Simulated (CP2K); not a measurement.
The N K edge of aminoethylene was computed by TDDFT (CP2K XAS_TDP, aug-cc-pVDZ, TDA) at these levels: PBE0, PBEh(45%) and PBEh(45%) + GW2X. The first three lines of N3 (bonded to C and 2 H) with a strength over 0.0015, energy in eV and strength:

```tsv
run	first	second	third
1	397.93 (0.008)	398.45 (0.013)	398.76 (0.022)
2	403.43 (0.008)	403.94 (0.013)	404.25 (0.021)
3	390.44 (0.004)	390.80 (0.008)	391.21 (0.009)
```

Question: Which run is which?

Run 1: PBEh(45%) (45 % exact exchange). Run 2: PBEh(45%) + GW2X (45 % exact exchange). Run 3: PBE0 (25 % exact exchange). Self-interaction lifts the core level, so the uncorrected lines rise with the share of exact exchange. The GW2X run keeps the spacings of its parent: 0.51 eV between the first two lines in run 2, 0.52 eV in run 1. Its shift is +5.50 eV, since the Kohn–Sham level at this share of exchange lies that far above the quasiparticle level.

[Banner, clock and machine lines of the logs are left out without a mark of their own.]

[Logs are printed without paths, hosts, clocks, repeated set-up lines and the standing remarks that a program may print on its own settings, such as how far it seeks lower states.]

[Hosts, paths, dates, database ids (printed as entryN), source tags and the programs' standing remarks are cut or masked in the printed files.]
